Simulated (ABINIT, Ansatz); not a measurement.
Computed results, one entry a study.

**Quasiparticle gap of InP (F-43m) in ABINIT**

The structure is cubic, space group F-43m (No. 216). The conventional cell has a = 5.869 Å, b = 5.869 Å, c = 5.869 Å, α = 90.00°, β = 90.00°, γ = 90.00°. Nearest to In lie 4 P at 2.54 Å. Nearest to P lie 4 In at 2.54 Å. Farther neighbours, and contacts between anions beyond the nearest, are not listed.

```yaml
method: RPA screening on PBE, plane waves, norm-conserving pseudopotentials (and 2 further levels or steps)
program: ABINIT 10.8.3
settings: cutoff 33 Ha, PseudoDojo scalar-relativistic 0.4 stringent, norm-conserving, ngkpt (4, 4, 4), nband 337, ecuteps 10 Ha, inclvkb 2, shiftk (0, 0, 0), symchi 1, awtr 1, frequency ppm, 4×4×4 k-mesh
cost: 5 runs, 4.5 min in all on 8 MPI ranks of Intel Xeon Platinum 8259CL at 2.50GHz (Skylake/Cascade Lake), shared host
notes: The cell and positions come from the Crystallography Open Database and are kept as given unless a step says otherwise. Limits: mesh may overstate the screening; no spin-orbit coupling. The 4×4×4 mesh is coarse for this cell, which bears on the long-range parts of exchange and screening. The RPA ε∞ on this mesh reaches over 25; with a narrow direct gap a coarse mesh can overstate it, and the correction is then too small.
pbe_gap: 0.69 eV, direct
g0w0_gap_on_the_mesh: 1.35 eV
gw_settings: 4×4×4 mesh, 337 bands, screening to 272.1 eV, Godby-Needs plasmon pole
known_limits: short of the basis limit; mesh may overstate the screening; no spin-orbit coupling; coarse k mesh
```

G0W0 moves the gap on the mesh from 0.69 eV to 1.35 eV (+0.66 eV), with Z of 0.78 and 0.79 at the edges. Local fields lower the RPA ε∞ on this mesh from 49.81 to 47.19; a Γ-centred mesh this coarse tends to raise both, most where the direct gap is narrow, while a short band sum lowers them.

[Long decimals in the printed logs are rounded to 6 places.]

[Logs are printed without paths, hosts, clocks, repeated set-up lines and the standing remarks that a program may print on its own settings, such as how far it seeks lower states.]

[Paths, hosts, dates, memory and timing lines, banners, echoed tables and standing remarks are left out of the program output; an Ansatz launch command may be rebuilt from the run's recorded settings. Measured values are a selection of at most five: reports struck by readers or far from the other reports are left out. None is set beside runs whose start may be inverted or whose files or cutoffs have a known fault.]

[Runs of the session that timed out or met a known fault of the program may be left out.]

[Hosts, paths, dates, database ids (printed as entryN), source tags and the programs' standing remarks are cut or masked in the printed files.]

[G0W0 gaps are taken among the corrected bands and points alone; a level outside them can change the order at an edge.]

[Where Ansatz stands beside ABINIT at settings called matched, ABINIT's density can come from a denser mesh and the files from another edition; pairs whose starting gaps differed by over 0.03 eV were left out, so agreement reads better than it is.]
